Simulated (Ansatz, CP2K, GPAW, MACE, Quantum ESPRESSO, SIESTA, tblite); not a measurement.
# CP2K runs on amorphous Si (76 atoms)

How do the settings of CP2K change the result for amorphous Si (76 atoms)? A plane-wave run serves as the yardstick.

Method: the method is named at each step, in CP2K 2026.2.

### 1. Starting point

The cell holds 76 atoms: 76 Si. Cell: a = 11.521 Å, b = 11.521 Å, c = 11.521 Å, α = 90.0°, β = 90.0°, γ = 90.0°. 76 atoms (76 Si) placed at random at 2.32 g/cm³, melted at 3500 K for 10 ps at fixed volume with the Tersoff potential (Tersoff, Phys. Rev. B 39, 5566 (1989)). Quenched from 3100 K to 500 K at 10 K/ps and fixed volume, annealed at 900 K for 50 ps, held 5 ps. Then every atom was moved at random, 0.05 Å r.m.s. a Cartesian component.

The yardstick, on the same geometry:

| Quantity | Value |
| --- | --- |
| method | Kohn-Sham DFT, PBE, SSSP efficiency 1.3.0 pseudopotentials, plane waves (Quantum ESPRESSO 7.5); sssp-pbe-1.3.0-efficiency, cutoffs 45/360 Ry, Γ point |
| r.m.s. force component | 0.9397 eV/Å |
| longest force | 4.074 eV/Å |
| pressure | 0.2937 GPa |
| time | 1.8 min on 4 MPI ranks of Arm Neoverse V2, shared host |
| CPU time | 7.2 min |

### 2. PBE, DZVP-MOLOPT-SR, 350/50 Ry, diagonalisation

Method: Kohn-Sham DFT, PBE, GTH-PBE pseudopotentials, Gaussian and plane waves, DZVP-MOLOPT-SR-GTH, diagonalisation.

The input, input.inp:

```
&GLOBAL
  PROJECT cell
  RUN_TYPE ENERGY_FORCE
  PRINT_LEVEL LOW
&END GLOBAL
&FORCE_EVAL
  METHOD QS
  STRESS_TENSOR ANALYTICAL
  &DFT
    BASIS_SET_FILE_NAME BASIS_MOLOPT
    POTENTIAL_FILE_NAME GTH_POTENTIALS
    &MGRID
      CUTOFF 350
      REL_CUTOFF 50
    &END MGRID
    &QS
      EPS_DEFAULT 1.0E-12
    &END QS
    &SCF
      SCF_GUESS ATOMIC
      EPS_SCF 1.0E-06
      MAX_SCF 200
      ADDED_MOS 34
      &DIAGONALIZATION
        ALGORITHM STANDARD
      &END DIAGONALIZATION
      &SMEAR ON
        METHOD FERMI_DIRAC
        ELECTRONIC_TEMPERATURE [K] 580
      &END SMEAR
      &MIXING
        METHOD BROYDEN_MIXING
        ALPHA 0.15
        NBROYDEN 8
      &END MIXING
      &PRINT
        &RESTART OFF
        &END RESTART
      &END PRINT
    &END SCF
    &XC
      &XC_FUNCTIONAL PBE
      &END XC_FUNCTIONAL
    &END XC
    &PRINT
      &MULLIKEN ON
      &END MULLIKEN
      &LOWDIN ON
      &END LOWDIN
      &MO ON
        EIGENVALUES T
        OCCUPATION_NUMBERS T
        MO_INDEX_RANGE 141 164
        &EACH
          QS_SCF 0
        &END EACH
        ADD_LAST NUMERIC
      &END MO
    &END PRINT
  &END DFT
  &SUBSYS
    &CELL
      A 11.52060 0.00000 0.00000
      B 0.00000 11.52060 0.00000
      C 0.00000 0.00000 11.52060
    &END CELL
    &COORD
      SCALED
      Si 0.95701 0.28468 0.06126
      Si 0.64647 0.35974 0.10614
      Si 0.06832 0.06670 0.21606
      Si 0.29154 0.29325 0.07318
      Si 0.89395 0.31908 0.57108
      Si 0.69630 0.04936 0.04485
      Si 0.69014 0.29873 0.57404
      Si 0.49667 0.78593 0.74783
      Si 0.20752 0.58920 0.29692
      Si 0.21545 0.80556 0.58602
      Si 0.86617 0.62222 0.46359
      Si 0.82037 0.62499 0.80548
      Si 0.25420 0.20597 0.88646
      Si 0.12359 0.44056 0.73049
      Si 0.99454 0.05309 0.71800
      Si 0.28748 0.31547 0.69020
      Si 0.29734 0.91967 0.03723
      Si 0.02891 0.17016 0.90030
      Si 0.76855 0.55055 0.11277
      Si 0.96957 0.49935 0.04573
      Si 0.27863 0.87018 0.39314
      Si 0.52586 0.96978 0.15167
      Si 0.31464 0.35999 0.46351
      Si 0.66707 0.22668 0.77618
      Si 0.96487 0.77488 0.76669
      Si 0.21570 0.58304 0.86667
      Si 0.64703 0.38716 0.90889
      Si 0.33502 0.65814 0.70865
      Si 0.44005 0.71064 0.38167
      Si 0.54391 0.70111 0.92808
      Si 0.39573 0.13583 0.17497
      Si 0.45042 0.24918 0.34213
      Si 0.33604 0.49598 0.00274
      Si 0.06440 0.67376 0.95093
      Si 0.31915 0.07346 0.42938
      Si 0.98604 0.98935 0.03476
      Si 0.76860 0.21211 0.13249
      Si 0.11828 0.28340 0.40904
      Si 0.11729 0.26663 0.19231
      Si 0.57568 0.56528 0.39814
      Si 0.49170 0.98661 0.74765
      Si 0.73523 0.61469 0.61354
      Si 0.55284 0.84986 0.46975
      Si 0.79932 0.81414 0.25318
      Si 0.05469 0.47628 0.22964
      Si 0.31846 0.01784 0.85725
      Si 0.50354 0.50620 0.88747
      Si 0.66464 0.04703 0.83784
      Si 0.11093 0.81446 0.06748
      Si 0.64624 0.95157 0.31146
      Si 0.82209 0.87733 0.06330
      Si 0.76535 0.10935 0.31460
      Si 0.74789 0.71114 0.98864
      Si 0.49589 0.42536 0.25082
      Si 0.44794 0.78758 0.08315
      Si 0.01583 0.74347 0.57736
[... 16 atom lines left out ...]
      Si 0.01614 0.13989 0.52414
      Si 0.20650 0.13338 0.58376
      Si 0.67665 0.80963 0.62567
      Si 0.74718 0.62255 0.31320
    &END COORD
    &KIND Si
      BASIS_SET DZVP-MOLOPT-SR-GTH-q4
      POTENTIAL GTH-PBE-q4
    &END KIND
  &END SUBSYS
  &PRINT
    &FORCES ON
    &END FORCES
    &STRESS_TENSOR ON
    &END STRESS_TENSOR
  &END PRINT
&END FORCE_EVAL
```

Run with:

```sh
> OMP_NUM_THREADS=2 cp2k.psmp -i input.inp > output.txt
```

Numbers of over 12 decimals in the logs are rounded to 6 here.

Log:

```text
CP2K| version string:                                       CP2K version 2026.2
 CP2K| Input file name                                                 input.inp
 GLOBAL| Basis set file name                                        BASIS_MOLOPT
 GLOBAL| Potential file name                                      GTH_POTENTIALS
 GLOBAL| Run type                                                   ENERGY_FORCE
 GLOBAL| Total number of message passing processes                             1
 GLOBAL| Number of threads for this process                                    2
 TOTAL NUMBERS AND MAXIMUM NUMBERS
  Total number of            - Atomic kinds:                                   1
                             - Atoms:                                         76
                             - Shell sets:                                    76
                             - Shells:                                       380
                             - Primitive Cartesian functions:                304
                             - Cartesian basis functions:                   1064
                             - Spherical basis functions:                    988
  Maximum angular momentum of- Orbital basis functions:                        2
                             - Local part of the GTH pseudopotential:          0
                             - Non-local part of the GTH pseudopotential:      2
 SCF PARAMETERS         Density guess:                                    ATOMIC
                        max_scf:                                             200
                        eps_scf:                                        1.00E-06
                        added MOs                                        34    0
                        Mixing method:                            BROYDEN_MIXING
                                                charge density mixing in g-space
                        Smear method:                                FERMI_DIRAC
                        Electronic temperature [K]:                        580.0
                        Electronic temperature [a.u.]:                  1.84E-03
                        Accuracy threshold:                             1.00E-10
 Extrapolation method: initial_guess
 Number of electrons:                                                        304
 Number of occupied orbitals:                                                152
 Number of molecular orbitals:                                               186
 Number of orbital functions:                                                988
 Number of independent orbital functions:                                    988
 SCF WAVEFUNCTION OPTIMIZATION
  Step     Update method      Time    Convergence         Total energy    Change
     1 NoMix/Diag. 0.15E+00    3.3     1.06221904      -302.4267516450 -3.02E+02
     2 Broy./Diag. 0.15E+00    4.3     0.06782802      -302.5491333209 -1.22E-01
     3 Broy./Diag. 0.15E+00    4.4     0.29081144      -299.2909362422  3.26E+00
     4 Broy./Diag. 0.15E+00    4.4     0.25989991      -299.0349170098  2.56E-01
     5 Broy./Diag. 0.15E+00    4.4     0.04451527      -298.5810621902  4.54E-01
     6 Broy./Diag. 0.15E+00    4.5     0.04244368      -298.3227040817  2.58E-01
     7 Broy./Diag. 0.15E+00    4.6     0.00178481      -298.2203254600  1.02E-01
[...]
16 Broy./Diag. 0.15E+00    4.6     0.00000390      -298.0679764496 -3.44E-04
    17 Broy./Diag. 0.15E+00    4.4     0.00000436      -298.0680655031 -8.91E-05
    18 Broy./Diag. 0.15E+00    4.5     0.00000085      -298.0680711999 -5.70E-06
  *** SCF run converged in    18 steps ***
  Electronic density on regular grids:       -303.9999999999        0.0000000001
  Core density on regular grids:              303.9999999994       -0.0000000006
  Total charge density on r-space grids:       -0.0000000005
  Total charge density g-space grids:          -0.0000000005
  Overlap energy of the core charge distribution:               2.2068e-09
  Self energy of the core charge distribution:               -779.607425
  Core Hamiltonian energy:                                    162.838384
  Hartree energy:                                             409.433218
  Exchange-correlation energy:                                -90.723929
  Electronic entropic energy:                                  -0.00832037
  Fermi energy:                                                 0.198766
  Total energy:                                              -298.068071
  Total energy (extrapolated to T->0):                       -298.063911
 MO| EIGENVALUES AND OCCUPATION NUMBERS
 MO|
 MO|  Index      Eigenvalue [a.u.]        Eigenvalue [eV]             Occupation
 MO|    141               0.160835               4.376540               2.000000
 MO|    142               0.164029               4.463443               2.000000
 MO|    143               0.166080               4.519272               2.000000
 MO|    144               0.170421               4.637392               2.000000
 MO|    145               0.173423               4.719082               1.999998
 MO|    146               0.174725               4.754510               1.999996
[...]
MO|    162               0.225562               6.137845               0.000001
 MO|    163               0.231121               6.289132               0.000000
 MO|    164               0.234852               6.390651               0.000000
 MO| Sum:                                                             304.000000
 MO| E(Fermi):            0.198766 a.u.          5.408689 eV
 !-----------------------------------------------------------------------------!
                     Mulliken Population Analysis
 #  Atom  Element  Kind  Atomic population                           Net charge
       1     Si       1          3.980624                              0.019376
       2     Si       1          3.980254                              0.019746
       3     Si       1          3.962855                              0.037145
       4     Si       1          4.006870                             -0.006870
       5     Si       1          3.919891                              0.080109
       6     Si       1          3.974083                              0.025917
[...]
# Total charge                            304.000000                  0.000000
 !-----------------------------------------------------------------------------!
 LOWDIN POPULATION ANALYSIS
 #  Atom  Element  Kind  Atomic population                           Net charge
[...]
74     Si       1          4.031770                             -0.031770
      75     Si       1          3.952238                              0.047762
      76     Si       1          4.021636                             -0.021636
 # Total charge                            304.000000                  0.000000
 ENERGY| Total FORCE_EVAL ( QS ) energy [hartree]           -298.068085
 FORCES| Atomic forces [hartree/bohr]
 FORCES|   Atom     x               y               z               |f|
 FORCES|      1 -4.43180088E-03 -2.33475422E-03  1.02059285E-03   5.11209801E-03
 FORCES|      2 -1.41462189E-02  4.60881059E-02  1.46343020E-02   5.03824553E-02
 FORCES|      3 -9.72531609E-03  3.72005554E-03 -2.90688365E-02   3.08774650E-02
 FORCES|      4 -7.85130814E-04 -4.39139526E-03 -1.11071273E-02   1.19695054E-02
 FORCES|      5  1.58070243E-02 -1.81751522E-02  3.94064265E-03   2.44075160E-02
 FORCES|      6 -1.83504351E-02 -3.67231024E-02 -1.17865489E-02   4.27112100E-02
[...]
FORCES|     74  2.08426991E-02  4.58238635E-03  2.22702114E-02   3.08444272E-02
 FORCES|     75 -4.54654423E-03 -3.47686158E-03  5.70413118E-03   8.08064004E-03
 FORCES|     76 -1.03666244E-02  7.41540150E-03 -5.08317545E-02   5.24053657E-02
 FORCES| Sum     1.88028339E-07  4.26930169E-07 -7.38089998E-09
 FORCES| Total atomic force                                       4.66560289E-07
 STRESS| Analytical stress tensor [bar]
 STRESS|                        x                   y                   z
 STRESS|      x        1.64256553119E+03  -5.84061371985E+03   1.23659967511E+04
 STRESS|      y       -5.84061371985E+03  -1.87352565544E+03   1.42488389166E+04
 STRESS|      z        1.23659967511E+04   1.42488389166E+04   4.53663768139E+03
 STRESS| 1/3 Trace                                             1.43522585238E+03
```

Elapsed: 94 s, on 2 threads of Arm Neoverse V2, shared host; peak memory 1.9 GiB; 2.9 min of CPU time.

Banners, paths, timers and routine set-up lines are dropped from the logs unmarked, and long logs keep their key lines alone; longer cuts are marked.

Against the reference:

```
r.m.s. force component                  : 0.9492 eV/Å
r.m.s. difference of force components   : 25 meV/Å
longest difference of force vectors     : 90.53 meV/Å
force difference over r.m.s. force      : 2.661 %
slope of forces against the reference's : 1.01
correlation of force components         : 0.9997
pressure                                : 0.1435 GPa
pressure difference                     : -0.1502 GPa
```

Local excerpt of 13 atoms (numbers count through the whole input) about Si66, which bears the longest force; x, y, z are measured from there.

```
atom      x      y      z  distance (Å)  bonds  Mulliken charge (e)     Fx     Fy  Fz (eV/Å)
Si66   0.00   0.00   0.00          0.00      4                 0.02  -2.42  -2.32      -2.27
 Si7   0.70   1.37   1.41          2.09      4                -0.06   1.42   1.25       3.39
Si52   1.56  -0.81  -1.58          2.37      4                 0.01   0.75   0.51       0.46
Si62  -1.46  -1.70   1.18          2.53      4                 0.07  -0.66   0.57      -2.06
Si32  -2.06   0.80  -1.26          2.55      5                -0.08   0.37  -0.68       0.79
Si50   0.19  -2.63  -1.61          3.09      4                 0.02   0.01  -1.90       0.05
Si63  -0.28   3.40   1.38          3.68      4                -0.03  -0.73   0.02       0.42
 Si5   3.05   1.60   1.38          3.71      4                 0.08   0.81  -0.93       0.20
Si35  -3.58  -1.23  -0.25          3.79      5                 0.01   0.81   0.22       0.45
Si24   0.43   0.54   3.74          3.80      3                 0.15   0.18   2.21      -1.00
Si43  -0.88  -3.80   0.21          3.91      4                -0.01   1.12   1.42       0.08
Si54  -1.54   2.83  -2.31          3.96      4                 0.02   0.58   1.23      -0.29
Si37   1.60   0.37  -3.67          4.03      4                -0.02   1.36  -0.68       0.68
```

Forces lie 2.7 % from the reference's, at 0.40 times its CPU time (on 2 against 4 cores).

### 3. GFN1-xTB, diagonalisation

Method: GFN1-xTB tight binding (the program's own implementation), diagonalisation.

The input, input.inp:

```
&GLOBAL
  PROJECT cell
  RUN_TYPE ENERGY_FORCE
  PRINT_LEVEL LOW
&END GLOBAL
&FORCE_EVAL
  METHOD QS
  STRESS_TENSOR ANALYTICAL
  &DFT
    &QS
      METHOD XTB
      &XTB
        GFN_TYPE 1
        DO_EWALD T
        CHECK_ATOMIC_CHARGES F
      &END XTB
    &END QS
    &SCF
      SCF_GUESS ATOMIC
      EPS_SCF 1.0E-06
      MAX_SCF 200
      ADDED_MOS 57
      &DIAGONALIZATION
        ALGORITHM STANDARD
      &END DIAGONALIZATION
      &SMEAR ON
        METHOD FERMI_DIRAC
        ELECTRONIC_TEMPERATURE [K] 580
      &END SMEAR
      &MIXING
        METHOD BROYDEN_MIXING
        ALPHA 0.15
        NBROYDEN 8
      &END MIXING
      &PRINT
        &RESTART OFF
        &END RESTART
      &END PRINT
    &END SCF
    &PRINT
      &MULLIKEN ON
      &END MULLIKEN
    &END PRINT
  &END DFT
  &SUBSYS
    &CELL
      A 11.52060 0.00000 0.00000
      B 0.00000 11.52060 0.00000
      C 0.00000 0.00000 11.52060
    &END CELL
    &COORD
      SCALED
[... 76 atom lines left out: the same atoms as in the first run ...]
    &END COORD
  &END SUBSYS
  &PRINT
    &FORCES ON
    &END FORCES
    &STRESS_TENSOR ON
    &END STRESS_TENSOR
  &END PRINT
&END FORCE_EVAL
```

Run with:

```sh
> OMP_NUM_THREADS=1 cp2k.psmp -i input.inp > output.txt
```

Log:

```text
CP2K| version string:                                       CP2K version 2026.2
 CP2K| Input file name                                                 input.inp
 GLOBAL| Basis set file name                                           BASIS_SET
 GLOBAL| Potential file name                                           POTENTIAL
[... lines left out ...]
                        Smear method:                                FERMI_DIRAC
[... lines left out ...]
 Number of electrons:                                                        304
[... lines left out ...]
  Step     Update method      Time    Convergence         Total energy    Change
[... lines left out ...]
  *** SCF run converged in   161 steps ***
[... lines left out ...]
  Fermi energy:                                                -0.394303
  Total energy:                                              -138.847097
  Total energy (extrapolated to T->0):                       -138.842519
[... lines left out ...]
 ENERGY| Total FORCE_EVAL ( QS ) energy [hartree]           -138.847097
[... lines left out ...]
 FORCES|      1 -7.75723660E-03 -9.14580954E-04  1.10683112E-03   7.88899570E-03
 FORCES|      2 -2.14470167E-02  4.58839531E-02  2.27076793E-02   5.55063093E-02
 FORCES|      3 -1.11232504E-02  7.47920318E-03 -3.39972033E-02   3.65441516E-02
[...]
FORCES|     75 -5.42824383E-04 -8.30634291E-04  8.14196644E-03   8.20220880E-03
 FORCES|     76 -1.66419781E-02  3.99381487E-03 -6.22032534E-02   6.45147327E-02
 FORCES| Sum    -3.42434414E-15 -3.16587034E-16  1.02903797E-14
 FORCES| Total atomic force                                       1.08498052E-14
 STRESS| Analytical stress tensor [bar]
 STRESS|                        x                   y                   z
 STRESS|      x        7.23088634581E+04  -8.79547549078E+03   1.22394009248E+04
 STRESS|      y       -8.79547549078E+03   7.47691226264E+04   1.58624027898E+04
 STRESS|      z        1.22394009248E+04   1.58624027898E+04   7.32992009972E+04
 STRESS| 1/3 Trace                                             7.34590623606E+04
```

Run time: 31 s. Hardware: 1 thread; peak memory 0.28 GiB.

Numbers from this run, and their distance from the reference:

| Quantity | Value |
| --- | --- |
| r.m.s. force component | 1.119 eV/Å |
| r.m.s. difference of force components | 285.9 meV/Å |
| longest difference of force vectors | 1723 meV/Å |
| force difference over r.m.s. force | 30.43 % |
| slope of forces against the reference's | 1.162 |
| correlation of force components | 0.9763 |
| pressure | 7.346 GPa |
| pressure difference | 7.052 GPa |

Against the first run (2.7 %), the force difference from the reference is 30 %, at 0.18 times the CPU time (on 1 against 2 cores) (161 SCF steps against 18); the model has changed, so this is no error of the program alone.

(Part 1 of 4 ends here.)

[Also dropped from logs without a mark: logging warnings of Python, and SIESTA's first energy breakdown and zero terms.]

[Logs are printed without paths, hosts, clocks, repeated set-up lines and the standing remarks that a program may print on its own settings, such as how far it seeks lower states.]

[Hosts, paths, dates, database ids (printed as entryN), source tags and the programs' standing remarks are cut or masked in the printed files.]
